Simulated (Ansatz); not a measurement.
# 1T-CrSTe monolayer in a perpendicular field, part 2 of 2

What dipole does a perpendicular field induce in the 1T-CrSTe monolayer? A positive field points along +c.

Ansatz 0.2.0; plane-wave DFT, PBE-D3(BJ), Ansatz PAW (set soft_1); PAW set soft_1.

So far. Step 2 (Relaxation): The lattice constant a goes from 3.365 to 3.436 Å.

## Step 3: Atoms held, field 0

A sawtooth potential applies the field, turning back in the middle of the vacuum. With the dipole correction the typed value is the field outside the slab. The induced dipole is small, so the SCF threshold is tight.

The cell differs from the one that the last finished run ended in (c 37.174 → 21.088 Å).

Contents of input.yaml:

```yaml
crystal:
  lattice:
    - [3.435593936, 0.0, 0.0]
    - [-1.717796968, 2.9753116257, 0.0]
    - [0.0, 0.0, 21.0877283467]
  atoms:
    - { symbol: Te, position: [0.6666666667, 0.3333333333, 0.4267885024], spin: -0.12 }
    - { symbol: Cr, position: [0.0, 0.0, 0.518261028], spin: 2.31 }
    - { symbol: S, position: [0.3333333333, 0.6666666667, 0.5732114976], spin: -0.07 }
magnetization:
  spin_polarized: true
kpoints:
  mp_grid: { grid: [18, 18, 1] }
  band_path:
    path: [[0, 0, 0], [0.5, 0, 0], [0.33333333, 0.33333333, 0], [0, 0, 0]]
    npoints: 16
hamiltonian:
  xc: pbe
  dispersion: d3bj
  pseudopotentials: { kind: paw, azcp: { folder: soft_1 } }
scf:
  occupations: { method: fermi_dirac, width: 0.02585 }
  convergence: { dr2_threshold: 1.0e-10 }
efield:
  axis: 3
  dipole_correction: true
  ramp_position: 0.97
  ramp_width: 0.06
  amplitude: 0
output:
  dos: { projected: true, e_range: [-6, 5] }
  write_potential: true
  write_density: true
  volumetric_format: npy
  elf: true
```

Run with:

```
ansatz run input.yaml --threads 2 --pin off --max-ram 3072MiB --backend cpu --events-out ev --progress --plain --runs-dir out
```

Numbers of over 12 decimals in the logs are rounded to 6 here.

What it wrote:

```text
[...]
Crystal: 3 atoms, lattice volume = 215.558 Å³
Basis set: ecut = 420 eV, 4187 PW (Γ)
Bands: 24, of which v1, the nominal top of the filled ones, is band 18 counted from 1 (17 counted from 0)
Symmetry: 6 space group operations
k-points: 37 of 324 (time reversal used)
[...]
Starting moments: Σ|m| = 2.5 μB on 3 of 3 sites
[...]
SCF iter   1: F=—  HF=-11261.799221 eV  |F-HF|=—  |Δ(HF+E_count)|=         —  Δρ=2.30e-2 (↑2.20e-2 ↓2.30e-2)  dr2=4.32e0  dr2_m=6.61e-2  M=2.154 μB ∫|m|=2.432 μB  β_m=1.00  ethr=3.10e-3  p=-0.000 e·Å  D=-8.94e-7 V/Å  ΔV_dip=0.00 eV  dr2_dipole=8.16e-3  V_vac-E_F(+/−)=4.95/4.95 eV  ⟨swp⟩=11.5  Hψ=11903  notcnv=0
[...]
efield: sawtooth ramp at fractional position 0.9700 (set: `efield.ramp_position`, or a place that a band, a saddle search or an elastic batch's reference lends), width 0.0600; the density the first Hamiltonian is built on has a dipole p = -0.000 e·Å; the dipole correction subtracts the counter field D = -8.94e-7 V/Å, which shifts the + side's vacuum level by +0.00 eV against the − side's; the planar-averaged density in the ramp window peaks in size at 6.7e-6 e/Å³
[...]
SCF iter   2: F=—  HF=-11261.678795 eV  |F-HF|=—  |Δ(HF+E_count)|=   1.20e-1  Δρ=1.68e-2 (↑6.29e-3 ↓1.68e-2)  dr2=1.11e0  dr2_m=9.49e-2  M=2.325 μB ∫|m|=2.738 μB  β_m=0.43  ethr=3.10e-3  p=-0.007 e·Å  D=-5.66e-3 V/Å  ΔV_dip=0.12 eV  dr2_dipole=5.35e-3  V_vac-E_F(+/−)=4.91/4.80 eV  ⟨swp⟩=3.0  Hψ=4037  notcnv=0  defer=85
density mixer auto → msr1: a metal under ldos (density of states about μ 1.04 of a free-electron gas's, 12 screened modes)
SCF iter   3: F=—  HF=-11262.016387 eV  |F-HF|=—  |Δ(HF+E_count)|=   3.38e-1  Δρ=8.69e-3 (↑6.35e-3 ↓8.69e-3)  dr2=8.85e-2  dr2_m=9.70e-2  M=2.443 μB ∫|m|=2.956 μB  β_m=0.70  ethr=3.09e-3  p=-0.019 e·Å  D=-1.62e-2 V/Å  ΔV_dip=0.34 eV  dr2_dipole=3.35e-3  V_vac-E_F(+/−)=5.12/4.77 eV  ⟨swp⟩=2.8  Hψ=3013  notcnv=0  defer=85
[...]
SCF iter  13: F=-11262.107772 eV  HF=-11262.107772 eV  |F-HF|=1.09e-11  |Δ(HF+E_count)|=  5.24e-10  Δρ=2.37e-8 (↑2.37e-8 ↓1.78e-8)  dr2=3.28e-12  dr2_m=2.14e-13  M=2.458 μB ∫|m|=3.024 μB  ethr=1.00e-12  p=-0.049 e·Å  D=-4.11e-2 V/Å  ΔV_dip=0.87 eV  dr2_dipole=5.21e-14  V_vac-E_F(+/−)=5.61/4.74 eV  ⟨swp⟩=7.8  Hψ=6991  notcnv=0
[...]
SCF 1 converged in 13 iterations: F = -11262.107772 eV  dr2 = 3.28e-12
[...]
NSCF: frozen V_eff on 49 k-points
efield: sawtooth ramp at fractional position 0.9700 (kept from the solve that this one continues, or follows in the run), width 0.0600; the density the first Hamiltonian is built on has a dipole p = -0.049 e·Å; the dipole correction subtracts the counter field D = -4.11e-2 V/Å, which shifts the + side's vacuum level by +0.87 eV against the − side's; the planar-averaged density in the ramp window peaks in size at 7.0e-6 e/Å³
SCF converged after 13 iterations
Magnetization: 2.4585 μB (19.2292 up, 16.7708 down)
Absolute magnetization: 3.0251 μB (∫|ρ↑−ρ↓|, with the PAW one-centre terms)
[...]
Per-site moments (μB) at R_I (Å): [(-0.108837, 1.141312), (2.334729, 0.947602), (-0.072745, 0.947602)]
Free energy (F): -11262.107772 eV
[...]
Internal energy: -11262.104446 eV  (E = F + TS)
E sigma→0 (E₀):  -11262.106109 eV
Entropy (-TS):   -0.003326 eV (-1.109 meV/atom)
Fermi energy:    -0.686368 eV
Dipole field:    D = -0.041116 V/Å  (p = -0.048979 e·Å, saw-weighted, corrected)
Work function:   Φ+ = 5.6086 eV   Φ− = 4.7415 eV
Levels:          The Fermi level and band energies are counted from a zero that moves with the ramp; work functions are not
[...]
--- Band table (eV; the first three rows and the last of 74) ---
  k-point 0 ↑: bands = [... 14 lower, -3.1733, -2.0170, -2.0170, -0.6620, 0.7972, 0.7972, 2.5939, 2.5939, ... 2 higher]
  k-point 1 ↑: bands = [... 14 lower, -3.0954, -2.0424, -2.0350, -0.7123, 0.6639, 0.7699, 2.2859, 2.5198, ... 2 higher]
  k-point 2 ↑: bands = [... 14 lower, -2.9399, -2.1391, -2.0811, -0.8877, 0.3457, 0.6787, 1.6548, 2.3396, ... 2 higher]
  k-point 36 ↓: bands = [... 14 lower, -3.9385, -2.8761, -2.7603, 0.8295, 0.9569, 1.0258, 2.0356, 2.6836, ... 2 higher]
```

It took 38 s on 2 threads of Arm Neoverse V1, shared host; peak memory 0.71 GiB.

Numbers from this step:

```yaml
energy_at_zero_smearing: -11262.1061 eV
total_moment: 2.458 μB
site_moments: -0.1088, 2.335, -0.07274 μB
work_function_upper_face: 5.609 eV
work_function_lower_face: 4.742 eV
dipole_along_the_normal: -0.04898 e·Å
step_between_the_vacuum_levels: 0.8670 eV
```

Running mean over a fixed 2.8 Å (it still follows the layers) of the planar mean; the ramp of the sawtooth is left out. Table of electron's electrostatic potential energy less the Fermi level by z:

```csv
z (Å),electron's electrostatic potential energy less the Fermi level (eV)
3.0,4.74
3.5,4.74
4.0,4.74
4.5,4.74
5.0,4.74
5.5,4.72
6.0,4.64
6.5,4.34
7.0,3.11
7.5,0.941
8.0,-1.23
8.5,-3.20
9.0,-4.51
9.5,-6.01
10.0,-6.51
10.5,-6.78
11.0,-6.68
11.5,-6.26
12.0,-4.72
12.5,-2.42
13.0,0.123
13.5,2.62
14.0,4.61
14.5,5.41
15.0,5.57
15.5,5.60
16.0,5.61
16.5,5.61
17.0,5.61
17.5,5.61
18.0,5.61
```

The density of states has structure finer than the step of the table below, so its rows give means over 0.2 eV, whole bins alone (the curve runs from -6 to 1.99 eV). Peaks (eV: height): total -4.59: 8.06, -3.22: 7.98, -1.92: 5.53, -0.98: 6.52, -0.65: 5.61, 1.72: 5.89, 1.80: 6.89; up -4.59: 6.24, -3.22: 7.24, -2.31: 3.84, -1.92: 3.91, -1.48: 2.91, -0.98: 6.11, -0.65: 5.03; down -4.37: 3.51, -3.71: 2.91, -2.64: 4.10, 1.06: 3.57, 1.72: 4.55, 1.80: 5.28, 1.97: 3.53.

Density of states against energy, zero at the Fermi level; means over each step; values in states/eV a cell:

```csv
energy (eV),total,up,down
-5.8,0.110,0.110,0
-5.6,0.476,0.410,0.0662
-5.4,0.839,0.458,0.381
-5.2,0.954,0.539,0.415
-5.0,1.43,0.969,0.459
-4.8,1.93,1.30,0.631
-4.6,4.51,2.88,1.63
-4.4,3.12,0.779,2.35
-4.2,2.52,0.867,1.65
-4.0,1.90,1.50,0.398
-3.8,1.54,0.460,1.08
-3.6,1.97,1.19,0.778
-3.4,2.96,2.49,0.469
-3.2,5.82,4.36,1.46
-3.0,2.27,0.296,1.97
-2.8,2.33,0.181,2.15
-2.6,2.67,0.279,2.40
-2.4,2.06,1.86,0.198
-2.2,3.27,2.31,0.956
-2.0,3.77,1.89,1.88
-1.8,2.82,1.18,1.63
-1.6,3.05,1.44,1.61
-1.4,2.72,1.71,1.02
-1.2,0.805,0.337,0.468
-1.0,2.88,2.46,0.413
-0.8,1.65,1.20,0.448
-0.6,3.40,2.78,0.616
-0.4,2.41,1.87,0.532
-0.2,2.34,1.95,0.389
0.0,1.39,1.07,0.321
0.2,0.964,0.692,0.272
0.4,0.809,0.575,0.234
0.6,0.711,0.521,0.190
0.8,0.725,0.496,0.229
1.0,2.62,0.718,1.90
1.2,3.08,1.18,1.91
1.4,2.18,1.05,1.13
1.6,2.30,1.61,0.694
1.8,4.55,0.915,3.63
```

Projected DOS per atom over height of the atomic layer and energy from the Fermi level. Layers: Te Cr S from below.

Ten even steps from '_' (0.04 states/eV) to '@' (2.83 states/eV), each cell a mean:
```
::@@..
..==..
..##..
__..__
....__
..::__
::==..
..++__
..==__
--==..
++--::
++--::
..::==
....==
::**##
....--
::..::
--..==
--::==
..__..
..____
______
```
Columns: height of the atomic layer (Å) from 9 to 12.1 (not evenly spaced); rows upwards: energy from the Fermi level (eV) from -5.96 to 1.96.

Projected DOS per atom, spin up over height of the atomic layer and energy from the Fermi level. Layers: Te Cr S from below.

Values in states/eV, 22 rows by 3 columns, each cell a mean:
```
0.27 0.50 0.28
0.26 0.62 0.42
0.20 0.41 0.31
0.21 0.15 0.13
0.25 0.21 0.12
0.36 0.52 0.23
0.39 1.25 0.31
0.22 1.52 0.27
0.16 1.12 0.23
0.22 1.19 0.11
0.59 0.66 0.24
1.01 0.77 0.30
0.36 0.28 0.20
0.09 0.10 0.06
0.45 1.57 1.53
0.18 0.40 0.44
0.29 0.39 0.53
0.41 0.23 0.30
0.59 0.47 0.89
0.20 0.21 0.32
0.16 0.13 0.14
0.05 0.04 0.04
```
Columns: height of the atomic layer (Å) from 9 to 12.1 (not evenly spaced); rows upwards: energy from the Fermi level (eV) from -5.96 to 1.96.

Projected DOS per atom, spin down over height of the atomic layer and energy from the Fermi level. Layers: Te Cr S from below.

Ten even steps from '_' (0.00 states/eV) to '@' (2.33 states/eV), each cell a mean:
```
..@@__
__::__
__**__
______
______
______
..____
..____
..____
::__..
--..::
::__..
__::==
::::==
..__::
____::
..____
::..==
..__..
______
______
______
```
Columns: height of the atomic layer (Å) from 9 to 12.1 (not evenly spaced); rows upwards: energy from the Fermi level (eV) from -5.96 to 1.96.

Deep bands are left out, so band numbers here count from the lowest band kept and differ from the log's. Electronic bands along the path, in eV, zero at the Fermi level; # counts the bands kept:

| point | up #6 | up #7 | up #8 | up #9 | down #4 | down #5 | down #6 | down #7 |
| --- | --- | --- | --- | --- | --- | --- | --- | --- |
| Γ | -1.33 | 0.02 | 1.48 | 1.48 | -2.12 | 1.07 | 1.07 | 1.72 |
| halfway | -1.48 | -0.75 | -0.01 | 0.79 | -2.32 | -1.50 | 0.04 | 1.11 |
| M | -1.02 | -0.96 | -0.48 | -0.38 | -2.59 | -2.10 | -0.48 | 0.88 |
| halfway | -2.11 | -0.91 | -0.65 | -0.23 | -2.66 | -2.09 | -1.84 | 1.22 |
| K | -2.52 | -0.86 | -0.60 | -0.44 | -3.25 | -2.19 | -2.07 | 1.52 |
| halfway | -1.75 | -0.78 | -0.42 | 0.55 | -2.57 | -1.42 | -0.94 | 1.17 |
| Γ | -1.33 | 0.02 | 1.48 | 1.48 | -2.12 | 1.07 | 1.07 | 1.72 |

Spin density in the ca plane at fractional y = 0.000, with atoms of Cr within 0.2 Å of it.

Ten even steps from '0' (0.0 e/Å³) to '9' (3.1 e/Å³), each cell a mean:
```
00000000000000000002762000000000000000000000
00000000000000000000110000000000000000000000
00000000000000000000000000000000000000000000
00000000000000000000000000000000000000000000
00000000000000000000000000000000000000000000
00000000000000000000000000000000000000000000
00000000000000000000000000000000000000000000
00000000000000000001331000000000000000000000
00000000000000000004983000000000000000000000
```
Columns run along c (16.0 Å, from fractional 0.17 to 0.93 of the cell), rows up along a (3.4 Å). Atoms in or near the plane, at fractional coordinates: Cr at (0.52, 0.00).

Valence density in the ca plane at fractional y = 0.000, with atoms of Cr within 0.2 Å of it. It is the smooth field of the valence electrons, not physical close to the nuclei.

Ten steps, logarithmic in the rise over the least value, from '0' (0 e/Å³) to '9' (18 e/Å³), each cell a mean:
```
00000000000000011137986210000000000000000000
00000000000000111124553210000000000000000000
00000000000001222211222221000000000000000000
00000000000011222211112221100000000000000000
00000000000012222211112222100000000000000000
00000000000001222211112221000000000000000000
00000000000001111112332211000000000000000000
00000000000000111125775210000000000000000000
00000000000000011137997210000000000000000000
```
Columns run along c (16.0 Å, from fractional 0.17 to 0.93 of the cell), rows up along a (3.4 Å). Atoms in or near the plane, at fractional coordinates: Cr at (0.52, 0.00).

Electrostatic potential energy in the ca plane at fractional y = 0.000, with atoms of Cr within 0.2 Å of it. With pseudopotentials it is smooth inside the atoms' cores, unlike the true potential.

Values in eV, 5 rows by 16 columns, each cell a mean:
```
  4   4   4   4   3   1  -7 -25 -10   3   5   5   5   5   5   5
  4   4   4   4   2  -6  -3  -6  -2   2   5   5   5   5   5   5
  4   4   4   4   1 -13  -4   1  -3   1   5   5   5   5   5   5
  4   4   4   4   2  -3  -3 -12  -4   3   5   5   5   5   5   5
  4   4   4   4   3   2  -8 -25 -12   3   5   5   5   5   5   5
```
Columns run along c (16.0 Å, from fractional 0.17 to 0.93 of the cell; values clipped at the 3rd and 97th percentile), rows up along a (3.4 Å). Atoms in or near the plane, at fractional coordinates: Cr at (0.52, 0.00).

The work function of the upper face is 5.61 eV.

## Step 4: Atoms held, field 0.1 V/Å

input.yaml: that of step 3 with these lines changed.

```diff
@@ -26,7 +26,6 @@
   dipole_correction: true
-  ramp_position: 0.97
-  ramp_width: 0.06
-  amplitude: 0
+  ramp_position: 0.9407
+  ramp_width: 0.1029
+  amplitude: 0.1
 output:
-  dos: { projected: true, e_range: [-6, 5] }
   write_potential: true
@@ -34,2 +33 @@
   volumetric_format: npy
-  elf: true
```

What it wrote:

```text
[...]
Crystal: 3 atoms, lattice volume = 215.558 Å³
Basis set: ecut = 420 eV, 4187 PW (Γ)
Bands: 24, of which v1, the nominal top of the filled ones, is band 18 counted from 1 (17 counted from 0)
Symmetry: 6 space group operations
k-points: 37 of 324 (time reversal used)
[...]
Starting moments: Σ|m| = 2.5 μB on 3 of 3 sites
[...]
k-point 1 ↑: bands = [... 14 lower, -3.0992, -2.0379, -2.0305, -0.6984, 0.6704, 0.7758, 2.2882, 2.5219, ... 2 higher]
  k-point 2 ↑: bands = [... 14 lower, -2.9433, -2.1349, -2.0766, -0.8763, 0.3528, 0.6842, 1.6586, 2.3420, ... 2 higher]
  k-point 36 ↓: bands = [... 14 lower, -3.9314, -2.8634, -2.7642, 0.8313, 0.9591, 1.0289, 2.0416, 2.6887, ... 2 higher]
[key lines of the parts left out:]
SCF converged after 13 iterations
Magnetization: 2.4576 μB (19.2288 up, 16.7712 down)
Free energy (F): -11262.104419 eV
Fermi energy:    -0.680557 eV
Dipole field:    D = -0.015177 V/Å  (p = -0.018079 e·Å, saw-weighted, corrected)
```

Wall time 37 s (2 threads); peak memory 0.71 GiB.

The dipole is -0.0181 e·Å, 0.0309 e·Å from its value without field.

## Step 5: Single point, field -0.1 V/Å

input.yaml: that of step 4 with these lines changed.

```diff
@@ -28,3 +28,3 @@
   ramp_width: 0.1029
-  amplitude: 0.1
+  amplitude: -0.1
 output:
```

What it wrote:

```text
[...]
Crystal: 3 atoms, lattice volume = 215.558 Å³
Basis set: ecut = 420 eV, 4187 PW (Γ)
Bands: 24, of which v1, the nominal top of the filled ones, is band 18 counted from 1 (17 counted from 0)
Symmetry: 6 space group operations
k-points: 37 of 324 (time reversal used)
[...]
Starting moments: Σ|m| = 2.5 μB on 3 of 3 sites
[...]
k-point 1 ↑: bands = [... 14 lower, -3.0787, -2.0342, -2.0269, -0.7138, 0.6701, 0.7767, 2.2963, 2.5304, ... 2 higher]
  k-point 2 ↑: bands = [... 14 lower, -2.9237, -2.1305, -2.0729, -0.8865, 0.3513, 0.6858, 1.6636, 2.3499, ... 2 higher]
  k-point 36 ↓: bands = [... 14 lower, -3.9329, -2.8761, -2.7436, 0.8404, 0.9674, 1.0353, 2.0424, 2.6911, ... 2 higher]
[key lines of the parts left out:]
SCF converged after 13 iterations
Magnetization: 2.4593 μB (19.2297 up, 16.7703 down)
Free energy (F): -11262.114214 eV
Fermi energy:    -0.679364 eV
Dipole field:    D = -0.067025 V/Å  (p = -0.079843 e·Å, saw-weighted, corrected)
```

Elapsed: 38 s, on 2 threads; peak memory 0.71 GiB; 74 s of CPU time.

The dipole is -0.0798 e·Å, -0.0309 e·Å from its value without field.

## Step 6: Response, atoms held

This step: plane-wave DFT, PBE-D3(BJ), Ansatz PAW (set soft_1); response to a field along the normal, atoms held; PAW set soft_1 (Ansatz 0.2.0).

The dipoles give the slope, and the difference of two potentials shows where the field is screened.

Numbers from this step:

```
equivalent conductor thickness p/(ε₀AE) : 5.467 Å
distance between the outer atoms        : 3.088 Å
```

Dipole of the cell against applied field:

| applied field (V/Å) | dipole of the cell (e·Å) |
| --- | --- |
| -0.1000 | -0.0798 |
| 0.0000 | -0.0490 |
| 0.1000 | -0.0181 |

The total moment stays at 2.46 μB for applied field from -0.1 to 0.1 V/Å.

Local field over the applied field, running mean. From the potentials at -0.1 and 0.1 V/Å; running mean over 2.5 Å. Table of local field over applied field by z:

z (Å), local field over applied field and a bar:
```
      4.5      0.997 ##############################
      5.0      0.991 ##############################
      5.5      0.975 #############################
      6.0      0.937 ############################
      6.5      0.853 ##########################
      7.0      0.714 #####################
      7.5      0.543 ################
      8.0      0.367 ###########
      8.5      0.203 ######
      9.0      0.085 ##
      9.5      0.035 #
     10.0      0.019 
     10.5      0.016 
     11.0      0.035 #
     11.5      0.073 ##
     12.0      0.151 ####
     12.5      0.291 ########
     13.0      0.466 ##############
     13.5      0.643 ###################
     14.0      0.805 ########################
     14.5      0.916 ###########################
     15.0      0.969 #############################
     15.5      0.990 ##############################
     16.0      0.997 ##############################
     16.5      0.999 ##############################
```

Electrons, planar mean, per unit field. Table of induced electron density by z:

z (Å), induced electron density (e/Å³ per V/Å) and a bar from the least value:
```
      4.5    0.00001 ################
      5.0    0.00004 ################
      5.5    0.00012 #################
      6.0    0.00031 ##################
      6.5    0.00080 ####################
      7.0    0.00181 ########################
      7.5    0.00319 ##############################
      8.0    0.00299 #############################
      8.5    0.00084 ####################
      9.0    0.00087 ####################
      9.5    0.00045 ##################
     10.0   -0.00062 ##############
     10.5   -0.00033 ###############
     11.0    0.00028 ##################
     11.5   -0.00032 ###############
     12.0   -0.00068 #############
     12.5   -0.00181 #########
     13.0   -0.00380 
     13.5   -0.00257 #####
     14.0   -0.00111 ############
     14.5   -0.00040 ###############
     15.0   -0.00014 ################
     15.5   -0.00004 ################
     16.0   -0.00001 ################
     16.5    0.00000 ################
```

By hand: between -0.1 and 0.1 V/Å the dipole changes by 0.06176 e·Å, a slope of 0.3088 e·Å²/V. A perfect conductor of thickness t has p = ε₀AEt, so t = 180.95 × 0.3088 / 10.222 = 5.47 Å (e/ε₀ = 180.95 V·Å, A in Å²).

The induced dipole is that of a conductor 5.47 Å thick.

## Step 7: Outcome

| Property | Result |
| --- | --- |
| gap without field | none |
| work function, upper face | 5.61 eV |
| step between the vacuum levels | 0.867 eV |
| equivalent conductor thickness, atoms held | 5.47 Å |

The induced dipole equals that of a perfect conductor 5.47 Å thick, while the outer atoms lie 3.09 Å apart. The two faces differ: the vacuum level above lies 0.87 eV higher than the one below. There is no gap over 0.03 eV, with or without the field. For an open d or f shell that can be the fault of a semilocal functional without a Hubbard term. The magnetic order is the one reached from the typed start; other orders were not compared. Spin-orbit coupling is left out, which matters for the bands of elements this heavy.

[Logs are printed without paths, hosts, clocks, repeated set-up lines and the standing remarks that a program may print on its own settings, such as how far it seeks lower states.]

[Hosts, paths, dates, database ids (printed as entryN), source tags and the programs' standing remarks are cut or masked in the printed files.]

[Maps of the electrostatic potential energy from Ansatz leave out the sawtooth potential of an applied field or a dipole correction, so their vacuum need not be flat; planar profiles and work functions include it.]
